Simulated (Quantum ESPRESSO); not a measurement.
# Fixed-spin-moment curve of FeNi (Tetrataenite), part 2 of 2

How stiff is the total moment of FeNi (Tetrataenite), and does E(M) have further minima?

Quantum ESPRESSO 7.5; PBEsol; plane waves with GBRV 1.5 PBEsol potentials, no spin-orbit coupling.

So far, absolute magnetization (μB): step 2 (No moment imposed) 3.64; step 4 (moment fixed at 0.76 μB) 1.41.

## Step 5: Moment fixed at 1.52 μB

pw.in

```
&CONTROL
  calculation = 'scf'
  prefix = 'pwscf'
  outdir = './tmp'
  pseudo_dir = './pseudo'
  disk_io = 'nowf'
  tprnfor = .true.
  tstress = .true.
/
&SYSTEM
  ibrav = 0
  celldm(1) = 8
  nat = 2
  ntyp = 2
  ecutwfc = 40
  ecutrho = 480
  nbnd = 24
  occupations = 'smearing'
  smearing = 'fd'
  degauss = 0.00734986
  nspin = 2
  starting_magnetization(1) = 0.07
  starting_magnetization(2) = 0.0222
  tot_magnetization = 1.52
/
&ELECTRONS
  conv_thr = 4d-09
  electron_maxstep = 150
  mixing_beta = 0.3
/
ATOMIC_SPECIES
Fe     55.8450 fe_pbesol_v1.5.uspp.F.UPF
Ni     58.6934 ni_pbesol_v1.4.uspp.F.UPF
CELL_PARAMETERS alat
   0.5983345342096    0.0000000000000    0.0000000000000
   0.0000000000000    0.5983345342096    0.0000000000000
   0.0000000000000    0.0000000000000    0.8461248723012
ATOMIC_POSITIONS crystal
Fe      0.0000000000    0.0000000000    0.0000000000
Ni      0.5000000000    0.5000000000    0.5000000000
K_POINTS automatic
10 10 10 0 0 0
```

The run is started by

```sh
OMP_NUM_THREADS=1 mpirun -n 2 pw.x -nk 2 -in pw.in > pw.out
```

The log of the run:

```text
     [... lines left out ...]
Program PWSCF v.7.5 starts
     [... lines left out ...]
     number of atoms/cell      =            2
     [... lines left out ...]
     number of electrons       =        34.00 (up:  17.76, down:  16.24)
     number of Kohn-Sham states=           24
     kinetic-energy cutoff     =      40.0000  Ry
     charge density cutoff     =     480.0000  Ry
     scf convergence threshold =      4.0E-09
     [... lines left out ...]
     16 Sym. Ops., with inversion, found
     [... lines left out ...]
     number of k points=   126  Fermi-Dirac smearing, width (Ry)=  0.0073
     [... lines left out ...]
     iteration # 23     ecut=    40.00 Ry     beta= 0.30
     [... lines left out ...]
     Magnetic moment per site  (integrated on atomic sphere of radius R)
     atom   1 (R=0.247)  charge= 14.5075  magn=  1.6842
     atom   2 (R=0.247)  charge= 16.7948  magn= -0.1171
     [... lines left out ...]
     the spin up/dw Fermi energies are    16.9947   17.4640 ev
!    total energy              =    -593.26005200 Ry
     estimated scf accuracy    <          1.5E-09 Ry
     smearing contrib. (-TS)   =      -0.01094016 Ry
     [... lines left out ...]
     total magnetization       =     1.52 Bohr mag/cell
     absolute magnetization    =     1.89 Bohr mag/cell
     convergence has been achieved in  23 iterations
     [... lines left out ...]
     Total force =     0.000000     Total SCF correction =     0.000000
     [... lines left out ...]
          total   stress  (Ry/bohr**3)                   (kbar)     P=     -231.33
     [... lines left out ...]
```

Run time: 39 s. Hardware: 2 MPI ranks of AMD EPYC 7R43, shared host; peak memory 0.28 GiB; 78 s of CPU time.

This step gave:

- magnetization: 1.52 μB
- absolute magnetization: 1.886 μB
- half the difference of the two Fermi energies: -234.6 meV
- largest moment: 1.684 μB

## Step 6: What a mistake does

One input was spoiled on purpose, to see how the program answers.

pw.in

```
&CONTROL
  calculation = 'scf'
  prefix = 'pwscf'
  outdir = './tmp'
  pseudo_dir = './pseudo'
  disk_io = 'nowf'
  tprnfor = .true.
  tstress = .true.
/
&SYSTEM
  ibrav = 0
  nat = 2
  ntyp = 3
  ecutwfc = 40
  ecutrho = 480
  nbnd = 23
  occupations = 'smearing'
  smearing = 'fd'
  degauss = 0.00734986
  nspin = 2
  starting_magnetization(1) = 0.175
  starting_magnetization(2) = 0.0556
/
&ELECTRONS
  conv_thr = 4d-09
  electron_maxstep = 60
  mixing_beta = 0.3
/
ATOMIC_SPECIES
Fe     55.8450 fe_pbesol_v1.5.uspp.F.UPF
Ni     58.6934 ni_pbesol_v1.4.uspp.F.UPF
CELL_PARAMETERS angstrom
   2.5330000000    0.0000000000    0.0000000000
   0.0000000000    2.5330000000    0.0000000000
   0.0000000000    0.0000000000    3.5820000000
ATOMIC_POSITIONS crystal
Fe      0.0000000000    0.0000000000    0.0000000000
Ni      0.5000000000    0.5000000000    0.5000000000
K_POINTS automatic
10 10 10 0 0 0
```

The log of the run:

```text
     [... lines left out ...]
Program PWSCF v.7.5 starts
     Error in routine  card_atomic_species (5010):
     cannot read atomic specie from: CELL_PARAMETERS angstrom
 %%%%%%%%%%%%%%%%%%%%%%%%%%%%%%%%%%%%%%%%%%%%%%%%%%%%%%%%%%%%%%%%%%%%%%%%%%%%%%
     stopping ...
```

Elapsed: 0.77 s, on 2 MPI ranks; peak memory 0.05 GiB.

The program refused the input before any cycle.

The program's message: “card_atomic_species (5010): cannot read atomic specie from: CELL_PARAMETERS angstrom”

The fault put into the input: a wrong number of types.

## Step 7: E(M)

The runs not shown differ in the target, the start and the number of states alone. The point at 3.36 μB is the free run, entered with slope zero.

Energy over the lowest against total spin moment:

```
total spin moment (μB a cell)  energy over the lowest (meV a cell)
                         0.00                                  639
                         0.76                                  561
                         1.52                                  406
                         2.28                                  213
                         3.04                                 34.1
                         3.36                                    0
                         3.80                                 96.5
                         4.56                                  651
```

Table of dE/dM by total spin moment:

```
total spin moment (μB a cell)  dE/dM (meV/μB)
                         0.00          -0.143
                         0.76            -167
                         1.52            -235
                         2.28            -263
                         3.04            -176
                         3.36               0
                         3.80             414
                         4.56            1097
```

The largest site moment by total spin moment:

```
total spin moment (μB a cell)  largest site moment (μB)
                         0.00                    8.0e-4
                         0.76                      1.07
                         1.52                      1.68
                         2.28                      2.12
                         3.04                      2.55
                         3.36                      2.73
                         3.80                      2.91
                         4.56                      3.25
```

## Step 8: What came out

| Item | Value |
| --- | --- |
| moment of the free run | 3.36 μB a cell |
| energy at zero total moment | 639 meV a cell over the lowest |
| ΔE/ΔM² from the lowest point to 3.80 and to 3.04 μB | 498 and 334 meV/μB² |

**Reading.** At zero total moment the site moments vanish, so the 639 meV a cell is the energy of forming them. The points show one minimum alone. All runs start parallel; opposed orders may lie lower. Energies are free energies at an electronic temperature of 1160 K, which lowers moments and differences where the moments are itinerant.

[Logs and program files are shortened in this print: banners, set-up blocks, solver, clock and traceback lines can be left out without a mark of their own.]

[Logs are printed without paths, hosts, clocks, repeated set-up lines and the standing remarks that a program may print on its own settings, such as how far it seeks lower states.]

[Hosts, paths, dates, database ids (printed as entryN), source tags and the programs' standing remarks are cut or masked in the printed files.]

[Where a cell is said to come from a database of computed structures, the database is the Materials Project.]
